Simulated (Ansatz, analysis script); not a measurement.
**Energy of a turned moment in MnBr2**

Aim: the energy that it costs to turn one moment of MnBr2 against the others.

Calculated with Ansatz 0.2.0; LDA with U = 5.2 eV on Mn d (ortho-atomic projectors), PAW set soft_1 (files made for PBE).

## Step 1: The structure

It takes space group R-3m (No. 166, trigonal). Conventional cell: a = 3.875 Å, b = 3.875 Å, c = 19.810 Å, α = 90.00°, β = 90.00°, γ = 120.00°. Mn has 6 Br at 2.70 Å nearest. Br has 3 Mn at 2.70 Å nearest. Farther neighbours and most contacts between anions are not listed.

The cell comes from the Materials Project, a database of computed structures, and the real compound, where it exists, may take another one.

The cell of this run holds 6 atoms, 2 of them with a starting moment; values «a cell» refer to the cell of the run in question.

## Step 2: Two spin channels first

The work starts on two spin channels, which tell the size of the moments.

File input.yaml:

```yaml
crystal:
  lattice:
    - [1.9372502327, 1.1184719433, 6.6032031419]
    - [-1.9372502327, 1.1184719433, 6.6032031419]
    - [0.0, -4.4738877734, 13.2064062838]
  atoms:
    - { symbol: Mn, position: [0.0, 0.0, 0.0], spin: 4.5 }
    - { symbol: Mn, position: [0.0, 0.0, 0.5], spin: -4.5 }
    - { symbol: Br, position: [0.74260904, 0.74260904, 0.37130452] }
    - { symbol: Br, position: [0.74260904, 0.74260904, 0.87130452] }
    - { symbol: Br, position: [0.25739096, 0.25739096, 0.12869548] }
    - { symbol: Br, position: [0.25739096, 0.25739096, 0.62869548] }
magnetization:
  spin_polarized: true
kpoints:
  mp_grid: { grid: [5, 5, 3] }
hamiltonian:
  xc: lda
  hubbard:
    projectors: ortho-atomic
    sites: [{ species: Mn, l: d, u_eff: 5.2 }]
  pseudopotentials: { kind: paw, azcp: { folder: soft_1 }, xc_functional: pbe }
scf:
  occupations: { method: fermi_dirac, width: 0.1 }
  max_iter: 120
  convergence: { dr2_threshold: 1.0e-08 }
```

Command:

```console
$ ansatz run input.yaml --threads 4 --pin off --max-ram 8192MiB --backend cpu --events-out ev --progress --plain --runs-dir out
```

Numbers of over 12 decimals in the logs are rounded to 6 here.

Log:

```text
Engine: ansatz 0.2.0, aarch64-unknown-linux-gnu
Pseudopotentials: kind: paw
Pseudopotential: Mn, paw, valence charge 15, recommended cutoff 420 eV (normal), soft_1/Mn.paw.azcp
Pseudopotential: Br, paw, valence charge 7, recommended cutoff 420 eV (normal), soft_1/Br.paw.azcp
Functional definition: SPW92
  exchange = slater_x
  correlation = pw_c
Crystal: 6 atoms, lattice volume = 171.691 Å³
Basis set: ecut = 420 eV, 3369 PW (Γ)
Bands: 41, of which v1, the nominal top of the filled ones, is band 29 counted from 1 (28 counted from 0)
Symmetry: 4 space group operations
Space group: C2/m (ITA 12), of the structure as read, at distance tolerance 5.6e-5 Å
Magnetic group: BNS 12.63 (UNI 70), of the structure as read, at distance tolerance 5.6e-5 Å
k-points: 24 of 75
Non-local potential: Mn, projectors of the file, l = 0: 3, l = 1: 2, l = 2: 3, l = 3: 1
Non-local potential: Br, projectors of the file, l = 0: 2, l = 1: 2, l = 2: 2
PAW form: soft (Blöchl's): semilocal exchange-correlation on the pseudo side does not see the compensation charge
PAW frozen core: Mn, regenerated for the run's functional, and the local potential with it (the file was generated under x = pbe(κ = 0.804, μ = 0.219515), c = pbe(β = 0.066725))
PAW frozen core: Br, regenerated for the run's functional, and the local potential with it (the file was generated under x = pbe(κ = 0.804, μ = 0.219515), c = pbe(β = 0.066725))
PAW one-centre angular grid: Mn, 590 points (default); XC on 64 Gauss nodes
PAW one-centre angular grid: Br, 110 points (default); XC on 64 Gauss nodes
Initial density: superposition of atomic densities (chi_scale 0.1, normalization cell, long waves kept (reshape's long-wave potential 0.23 eV rms))
Starting moments: Σ|m| = 9 μB on 2 of 6 sites
Starting magnetic order: antiferromagnet; a translation exchanges its spin sublattices: spin-degenerate at every k-point
Initial wavefunctions: pseudopotential atomic-orbital guess
Functional: x = slater, c = lda
SCF iter   1: F=—  HF=-18470.175135 eV  |F-HF|=—  |Δ(HF+E_count)|=         —  Δρ=1.85e-1 (↑1.85e-1 ↓1.85e-1)  dr2=2.45e2  dr2_m=1.50e1  M=0.000 μB ∫|m|=4.091 μB  β_m=0.30  ethr=3.10e-3  ⟨swp⟩=7.3  Hψ=4281  notcnv=0  defer=30
preconditioner: auto → Kerker (q_TF=auto, 2.277 Å⁻¹)  [metal: Δε(μ)=0.013 eV  Ē_g=9.786 eV  σ=0.100 eV  W_gap=0.03  n_scr=40 (ndim 8)  ℏωp=18.4 eV  f_vac=0.097  D(μ)=11.36/eV (n_scr^D=118)]
spin=Collinear: Kerker preconditioning applied to the charge; magnetization (m = ρ↑ − ρ↓) channel mixes plain (no charge-response kernel on spin).
SCF iter   2: F=—  HF=-18460.656144 eV  |F-HF|=—  |Δ(HF+E_count)|=    9.52e0  Δρ=5.22e-2 (↑5.22e-2 ↓5.22e-2)  dr2=7.09e0  dr2_m=1.70e0  M=0.000 μB ∫|m|=9.570 μB  β_m=1.00  ethr=3.10e-3  ⟨swp⟩=4.0  Hψ=2849  notcnv=0  defer=58
preconditioner: auto → Resta (q_TF=auto, 2.277 Å⁻¹)  ε∞=4.1  [insulator: Δε(μ)=2.867 eV  Ē_g=10.418 eV  σ=0.100 eV  W_gap=1.00  n_scr=40 (ndim 8)  ℏωp=18.4 eV  f_vac=0.051  D(μ)=0.00/eV (n_scr^D=0)  ε∞_Penn≈4.1]
spin=Collinear: Resta preconditioning applied to the charge; magnetization (m = ρ↑ − ρ↓) channel mixes plain (no charge-response kernel on spin).
SCF iter   3: F=—  HF=-18458.578553 eV  |F-HF|=—  |Δ(HF+E_count)|=    2.08e0  Δρ=2.15e-2 (↑2.15e-2 ↓2.15e-2)  dr2=2.07e0  dr2_m=7.77e-2  M=0.000 μB ∫|m|=9.710 μB  β_m=1.00  ethr=3.10e-3  ⟨swp⟩=3.0  Hψ=2169  notcnv=0  defer=59
SCF iter   4: F=—  HF=-18458.537696 eV  |F-HF|=—  |Δ(HF+E_count)|=   4.09e-2  Δρ=7.64e-3 (↑7.64e-3 ↓7.64e-3)  dr2=1.56e-1  dr2_m=6.44e-2  M=0.000 μB ∫|m|=9.713 μB  β_m=0.30  ethr=3.10e-3  ⟨swp⟩=3.2  Hψ=2070  notcnv=0  defer=70
Mixer restart at iter 4: flushing history
spin-set hold released at iteration 4 (site moments contracting): the magnetisation degrees of freedom join the quasi-Newton model from the next iteration; the mixer history was flushed
SCF iter   5: F=—  HF=-18458.937358 eV  |F-HF|=—  |Δ(HF+E_count)|=   4.00e-1  Δρ=4.99e-3 (↑4.99e-3 ↓4.99e-3)  dr2=6.80e-2  dr2_m=2.94e-2  M=0.000 μB ∫|m|=9.738 μB  β_m=0.62  ethr=2.68e-4  ⟨swp⟩=3.1  Hψ=2001  notcnv=0  defer=58
SCF iter   6: F=—  HF=-18459.378940 eV  |F-HF|=—  |Δ(HF+E_count)|=   4.42e-1  Δρ=2.45e-3 (↑2.45e-3 ↓2.45e-3)  dr2=1.61e-2  dr2_m=4.61e-3  M=0.000 μB ∫|m|=9.770 μB  β_m=0.57  ethr=1.17e-4  ⟨swp⟩=2.5  Hψ=1849  notcnv=0  defer=58
SCF iter   7: F=—  HF=-18459.372744 eV  |F-HF|=—  |Δ(HF+E_count)|=   6.20e-3  Δρ=4.24e-4 (↑4.24e-4 ↓4.24e-4)  dr2=1.08e-3  dr2_m=1.06e-4  M=0.000 μB ∫|m|=9.778 μB  β_m=0.76  ethr=2.77e-5  ⟨swp⟩=2.0  Hψ=2031  notcnv=0  defer=58
SCF iter   8: F=—  HF=-18459.373334 eV  |F-HF|=—  |Δ(HF+E_count)|=   5.90e-4  Δρ=1.35e-4 (↑1.35e-4 ↓1.35e-4)  dr2=1.59e-4  dr2_m=9.79e-6  M=0.000 μB ∫|m|=9.777 μB  β_m=0.88  ethr=1.87e-6  ⟨swp⟩=2.8  Hψ=1586  notcnv=0  defer=58
SCF iter   9: F=—  HF=-18459.373418 eV  |F-HF|=—  |Δ(HF+E_count)|=   8.41e-5  Δρ=3.24e-5 (↑3.24e-5 ↓3.24e-5)  dr2=1.48e-5  dr2_m=5.88e-7  M=0.000 μB ∫|m|=9.777 μB  β_m=0.94  ethr=2.74e-7  ⟨swp⟩=2.6  Hψ=1325  notcnv=0  defer=58
SCF iter  10: F=—  HF=-18459.373425 eV  |F-HF|=—  |Δ(HF+E_count)|=   7.22e-6  Δρ=1.24e-5 (↑1.24e-5 ↓1.24e-5)  dr2=7.65e-7  dr2_m=7.43e-8  M=0.000 μB ∫|m|=9.777 μB  β_m=0.97  ethr=2.55e-8  ⟨swp⟩=2.0  Hψ=1186  notcnv=0  defer=58
SCF iter  11: F=—  HF=-18459.373426 eV  |F-HF|=—  |Δ(HF+E_count)|=   5.71e-7  Δρ=4.57e-6 (↑4.57e-6 ↓4.57e-6)  dr2=9.36e-8  dr2_m=7.59e-9  M=0.000 μB ∫|m|=9.777 μB  β_m=0.98  ethr=1.32e-9  ⟨swp⟩=2.0  Hψ=1272  notcnv=0  defer=58
SCF iter  12: F=-18459.373426 eV  HF=-18459.373426 eV  |F-HF|=2.52e-9  |Δ(HF+E_count)|=   3.23e-8  Δρ=5.69e-7 (↑5.69e-7 ↓5.69e-7)  dr2=2.08e-9  dr2_m=6.47e-11  M=0.000 μB ∫|m|=9.777 μB  ethr=1.72e-11  ⟨swp⟩=2.0  Hψ=2686  notcnv=0
SCF 1 converged in 12 iterations: F = -18459.373426 eV  dr2 = 2.08e-9
  greatest PAW one-centre occupation: 1.000 electrons in one spin orbital (limit 2), on the Mn atom at site 1 (counted from 0), in its partial waves of l = 1
SCF converged after 12 iterations
Magnetization: 0.0000 μB (29.0000 up, 29.0000 down)
Absolute magnetization: 9.7767 μB (∫|ρ↑−ρ↓|, with the PAW one-centre terms)
Spin contamination: 5.0076 ħ² per cell (⟨S²⟩ above its minimum at these occupations)
Per-site moments (μB) at R_I (Å): [(4.551661, 1.112000), (-4.551661, 1.112000), (-0.014707, 1.112000), (0.014707, 1.112000), (0.014707, 1.112000), (-0.014707, 1.112000)]
Free energy (F): -18459.373426 eV
Harris-Foulkes:  -18459.373426 eV  (|F-HF|=2.52e-9)
Internal energy: -18459.373426 eV  (E = F + TS)
E sigma→0 (E₀):  -18459.373426 eV
Entropy (-TS):   -0.000000 eV (-0.000 meV/atom)
Fermi energy:    5.041528 eV
--- Per-component energies (eV) ---
  E_band       = -894.456276
  E_kinetic    = 1148.563964
  E_local      = -8152.399017  (includes V_loc(G=0)·N_el)
  E_nonlocal   = 1156.076987
  E_hartree    = 3210.656901
  E_xc         = -988.181204
  E_vxc        = -706.849123  (∫ρ·V_xc dr)
  E_hubbard    = 1.225057  (on-site DFT+U / exact-exchange correction)
  E_vhub       = -24.781105  (the Hubbard potential's part of the band-sum identity)
  E_paw        = -11454.714566  (= ΣΔE_a)
  E_vpaw       = -736.381002  (= ΣTr[D̂ρ^β])
  E_aug_tail   = 0.000175  (compensation charges beyond the density's cutoff)
  E_ewald      = -3382.195674
  E_core_change = 1.593952  (= ΣΔE_core)
  E_smearing   = -0.000000  (= −TS)
  E_closure    = 0.000000  (closes the sum)
  Σ components = -18459.373426   (vs F -18459.373426, Δ=0.00e0)
Occupation matrices written to <dir>
```

Elapsed: 6.3 s, on 4 threads of Arm Neoverse V2, shared host; peak memory 0.78 GiB.

Spin moment in the atom's sphere by atom:

```
atom  spin moment in the atom's sphere (μB)
 Mn1                                   4.55
 Mn2                                  -4.55
 Br3                                  -0.01
 Br4                                   0.01
 Br5                                   0.01
 Br6                                  -0.01
```

Tables count atoms from 1; parts of the log count from 0.

The run ends antiferromagnetic, with a net moment of 0 μB a cell. Only this order was typed.

## Step 3: Constrained states

A canted state is in general not stationary, so a lock holds the direction of each moment by a field that the run finds for itself, with a floor under its size so that it cannot collapse. One batch solves all states on one mesh, so that their energies can be subtracted.

The input counts atoms from 0. Atom 1 (Mn) is the turned one, and with it all its lattice images.

input.yaml, the sections that differ from step 2:

```yaml
crystal:
  lattice:
    - [1.9372502327, 1.1184719433, 6.6032031419]
    - [-1.9372502327, 1.1184719433, 6.6032031419]
    - [0.0, -4.4738877734, 13.2064062838]
  atoms:
    - { symbol: Mn, position: [0.0, 0.0, 0.0], spin: 4.55, spin_axis: [0.0, 0.0, 1.0] }
    - { symbol: Mn, position: [0.0, 0.0, 0.5], spin: 4.55, spin_axis: [0.0, 0.0, -1.0] }
    - { symbol: Br, position: [0.74260904, 0.74260904, 0.37130452] }
    - { symbol: Br, position: [0.74260904, 0.74260904, 0.87130452] }
    - { symbol: Br, position: [0.25739096, 0.25739096, 0.12869548] }
    - { symbol: Br, position: [0.25739096, 0.25739096, 0.62869548] }
basis:
  ecutwfc: 420.0
magnetization:
  noncollinear: true
magnetic_configurations:
  lock: { kind: ray, floor_fraction: 0.5 }
  seed: cold
  angular_fan:
    site: 1
    rotation_axis: [0, 1, 0]
    angles_deg: [0, 30, 60, 90, 135, 180]
checkpoint:
  read: start
# kpoints, hamiltonian, scf: as in step 2
```

Log:

```text
Warning: checkpoint.read: spin treatment differs: saved collinear, current noncollinear; the saved charge density seeds this run and the saved magnetisation is carried along the axis that this deck's starting moments share; the saved density holds an absolute magnetisation of 9.8e0 μB; saved orbitals are not carried; the saved PAW projector densities are carried along that axis; the saved DFT+U occupations are carried along that axis
Warning: checkpoint.read: basis.fft_grid_basis: the saved state records [[1, 0, 0], [0, 1, 0], [0, 0, 1]]; without it this run's FFT boxes would lie on [[1, -1, 0], [0, 1, 0], [-1, -1, 1]]; this run lays them on the saved basis, on which the saved density and orbitals are stored
[...]
davidson cushion auto → off  (block headroom 12 ≥ Hubbard manifold empty extent 10; pin scf.eigensolver.cushion to override)
Crystal: 6 atoms, lattice volume = 171.691 Å³
Basis set: ecut = 420 eV, 3369 PW (Γ)
Bands: 70, of which v1, the nominal top of the filled ones, is band 58 counted from 1 (57 counted from 0)
[... 1 set-up line as in the run before ...]
k-points: 38 of 75 (irreducible under 2 space group operations)
[...]
Starting moments: Σ|m| = 9.1 μB on 2 of 6 sites; this step starts from the density that it was given
[...]
iter 1 solved again at ethr=2.97e-5 eV; its pass at ethr=1.00e-1 eV (dr2=1.72e-2 eV) is discarded
SCF iter   1: F=-18459.373410 eV  HF=-18459.373410 eV  |F-HF|=8.58e-7  |Δ(HF+E_count)|=         —  Δρ=1.74e-5  dr2=9.77e-7  dr2_m=3.34e-9  ethr=2.97e-5  |M|=1.47e-13 ∫|m|=9.78e0 μB  |m|>n=0.0e0 m-floor=4.3e-4 τ_xc=1.9e-29  β_m=0.30  ⟨swp⟩=11.3  Hψ=20223  notcnv=0  reapply=1
eigensolver tolerance schedule: the retry pair's looser diagonalisation over-reported the residual by 17639.63 of it (diagonalisation noise at an unbounded share of the residual, at the tolerance the schedule requests for it); recorded, not acted on — ethr = c·dr2/N_el stays at c = 1.0e-1
[...]
spin=Noncollinear: Resta preconditioning applied to the charge; magnetization (m_x, m_y, m_z) channels mix plain (no charge-response kernel on spin).
SCF iter   2: F=-18459.373425 eV  HF=-18459.373426 eV  |F-HF|=1.73e-7  |Δ(HF+E_count)|=   1.51e-5  Δρ=7.85e-6  dr2=1.89e-7  dr2_m=4.75e-10  ethr=1.68e-9  |M|=1.81e-10 ∫|m|=9.78e0 μB  |m|>n=0.0e0 m-floor=1.8e-5 τ_xc=1.9e-27  β_m=0.25  ⟨swp⟩=5.7  Hψ=10560  notcnv=0
[...]
SCF iter   6: F=-18459.373426 eV  HF=-18459.373426 eV  |F-HF|=1.17e-9  |Δ(HF+E_count)|=   3.07e-9  Δρ=6.93e-7  dr2=1.43e-9  dr2_m=1.12e-11  ethr=2.42e-11  |M|=7.61e-10 ∫|m|=9.78e0 μB  |m|>n=0.0e0 m-floor=0.0e0 τ_xc=6.9e-26  ⟨swp⟩=3.0  Hψ=5659  notcnv=0
SCF 1 converged in 6 iterations: F = -18459.373426 eV  dr2 = 1.43e-9
[...]
── magnetic configuration reference member: converged ──
── magnetic configuration member 1/6: fan1.0 ──
[...]
Starting moments: Σ|m| = 9.10332 μB on 2 of 6 sites
[...]
spin=Noncollinear: Kerker preconditioning applied to the charge; magnetization (m_x, m_y, m_z) channels mix plain (no charge-response kernel on spin).
[...]
SCF 1 converged in 14 iterations: F = -18459.373426 eV  dr2 = 1.72e-9
── member 1 fan1.0: converged ──
── magnetic configuration member 2/6: fan1.30 ──
Symmetry: 2 space group operations
k-points: 38 of 75
[...]
SCF 1 converged in 13 iterations: F = -18459.373803 eV  dr2 = 5.00e-9
── member 2 fan1.30: converged ──
── magnetic configuration member 3/6: fan1.60 ──
[...]
SCF 1 converged in 14 iterations: F = -18459.374830 eV  dr2 = 1.27e-9
[...]
── member 3 fan1.60: converged ──
── magnetic configuration member 4/6: fan1.90 ──
[...]
SCF 1 converged in 14 iterations: F = -18459.376219 eV  dr2 = 8.60e-10
── member 4 fan1.90: converged ──
── magnetic configuration member 5/6: fan1.135 ──
[...]
SCF 1 converged in 14 iterations: F = -18459.378157 eV  dr2 = 1.94e-9
── member 5 fan1.135: converged ──
── magnetic configuration member 6/6: fan1.180 ──
[...]
SCF 1 converged in 14 iterations: F = -18459.378950 eV  dr2 = 3.56e-9
── member 6 fan1.180: converged ──
SCF converged after 6 iterations
Stability not checked: this state was not tested for a lower state beside it, because a magnetisation constraint still acts at the end of the SCF (magnetization_constraint; see scf.lower_state_search)
Magnetization: |M| = 0.0000 μB,  M = (-0.0000, +0.0000, -0.0000) μB
Absolute magnetization: 9.7767 μB (∫|m|, with the PAW one-centre terms)
  site 0: m = (-0.0000, -0.0000, +4.5517) μB, |m| = 4.5517 μB  (R = 1.11 Å)
  site 1: m = (-0.0000, +0.0000, -4.5517) μB, |m| = 4.5517 μB  (R = 1.11 Å)
  site 2: m = (-0.0000, +0.0000, -0.0147) μB, |m| = 0.0147 μB  (R = 1.11 Å)
  site 3: m = (-0.0000, -0.0000, +0.0147) μB, |m| = 0.0147 μB  (R = 1.11 Å)
  site 4: m = (-0.0000, -0.0000, +0.0147) μB, |m| = 0.0147 μB  (R = 1.11 Å)
  site 5: m = (-0.0000, +0.0000, -0.0147) μB, |m| = 0.0147 μB  (R = 1.11 Å)
--- Magnetisation constraints (ε_frz = 1.0e-4 eV) ---
  site  kind           target                      achieved (μB)             |Δ|max (μB)  g (eV/μB)                     λ_eff  esc  ok   flags
  0     per_site_axis  ê (+0.000, +0.000, +1.000)  (-0.000, -0.000, +4.552)  4.65e-10     (-9.3e-10, -2.9e-10, +0.0e0)  1.000  0    yes
  1     per_site_axis  ê (+0.000, +0.000, -1.000)  (-0.000, +0.000, -4.552)  4.65e-10     (-9.3e-10, +2.9e-10, +0.0e0)  1.000  0    yes
Free energy (F): -18459.373426 eV
[...]
Internal energy: -18459.373426 eV  (E = F + TS)
E sigma→0 (E₀):  -18459.373426 eV
Entropy (-TS):   -0.000000 eV (-0.000 meV/atom)
Fermi energy:    5.041533 eV
[...]
--- Hubbard shell moments (per corrected site; Tr N, ν in electrons; μ in μ_B) ---
  shell 0: Tr N=5.2368  μ_S=(-0.0000, -0.0000, +4.7453)  μ_L=(+0.0000, +0.0000, +0.0000)  μ=(+0.0000, -0.0000, +4.7453)  ν=0.0000 along (-0.000, -0.000, +1.000)
  shell 1: Tr N=5.2368  μ_S=(-0.0000, +0.0000, -4.7453)  μ_L=(+0.0000, -0.0000, -0.0000)  μ=(+0.0000, +0.0000, -4.7453)  ν=0.0000 along (-0.000, +0.000, -1.000)
--- Band table (eV; the first three rows and the last of 38) ---
  k-point 0: bands = [... 54 lower, 2.9651, 2.9651, 3.0307, 3.0307, 6.6305, 6.6305, 7.1800, 7.1800, ... 8 higher]
  k-point 1: bands = [... 54 lower, 2.7418, 2.7418, 3.0849, 3.0849, 7.1875, 7.1875, 7.6065, 7.6065, ... 8 higher]
  k-point 2: bands = [... 54 lower, 2.6428, 2.6428, 3.0068, 3.0068, 7.4699, 7.4699, 7.5994, 7.5994, ... 8 higher]
  k-point 37: bands = [... 54 lower, 2.7502, 2.7502, 2.9627, 2.9627, 7.1555, 7.1555, 7.5034, 7.5034, ... 8 higher]
Occupation matrices written to <dir>
--- Magnetic configurations: 6 members + reference (common group order 2, 38 k-points under it; ray lock λ = 1 eV/μ_B², moment radius default, seed cold, symmetry detected) ---
  F: the free energy, without the constraint's penalty, at the texture the member reached; Δ(F+E_count)@target: (F + electron-count term + first-order target correction) against the reference's — the energy at the target texture, the difference a fit consumes
  member                      status             F (eV) Δ(F+E_count)@target (meV)  max|Δm| μB  max|g| eV/μB  outer  esc   |G|
  reference                converged     -18459.3734255                    +0.000    4.65e-10      9.31e-10      0    0     4
  fan1.0                   converged     -18459.3734255                    -0.000    6.67e-10       1.33e-9      0    0     4
  fan1.30                  converged     -18459.3738035                    -0.378     1.55e-4       3.10e-4      0    0     2
[...]
fan1.135                 converged     -18459.3781566                    -4.731     2.11e-4       4.22e-4      0    0     2
[...]
no lower state was looked for behind 7 of the runs: none is made under a magnetisation constraint held to the close
```

It took 3.7 min on 4 threads; peak memory 1.5 GiB; 15 min of CPU time.

The batch gives an energy and a set of moments for each member that converges.

## Step 4: Analysis

All numbers here come from the batch. Energies are free energies plus the run's first-order correction to the targets, less the reference.

```
angle (°)  energy (meV a cell)  turned moment (μB)
        0                 0.00               4.552
       30                -0.38               4.552
       60                -1.40               4.554
       90                -2.79               4.556
      135                -4.73               4.558
      180                -5.52               4.559
```

A fit E(θ) = A (1 − cos θ) + B sin²θ to the 5 turned states whose moment kept its size within 15 % gives A = -2.76 meV and B = -0.0312 meV, with an r.m.s. miss under 0.01 meV. A > 0 favours the reference's alignment.

## Step 5: Outcome

```
energy at 180°     : -5.52 meV a cell
turned moment      : 4.55 μB at 0°, 4.56 μB at 180°
bilinear term A    : -2.76 meV
biquadratic term B : -0.0312 meV
```

In words: Turning by 180° lowers the energy by 5.52 meV, so the antiferromagnetic reference is not the lowest state. The turned moment keeps its size within 0.17 %. The biquadratic term is 1.1 % of the bilinear one, so a Heisenberg term alone does well. With two magnetic atoms a cell and E = −Σ J e·e over ordered pairs, the couplings of one atom to all images of the other sum to 1.38 meV. Spin–orbit coupling is switched off, and couplings of the turned atom to its own lattice images don't enter, since these turn with it.

[Logs and program files are shortened in this print: banners, set-up blocks, solver, clock and traceback lines can be left out without a mark of their own.]

[Logs are printed without paths, hosts, clocks, repeated set-up lines and the standing remarks that a program may print on its own settings, such as how far it seeks lower states.]

[Hosts, paths, dates, database ids (printed as entryN), source tags and the programs' standing remarks are cut or masked in the printed files.]
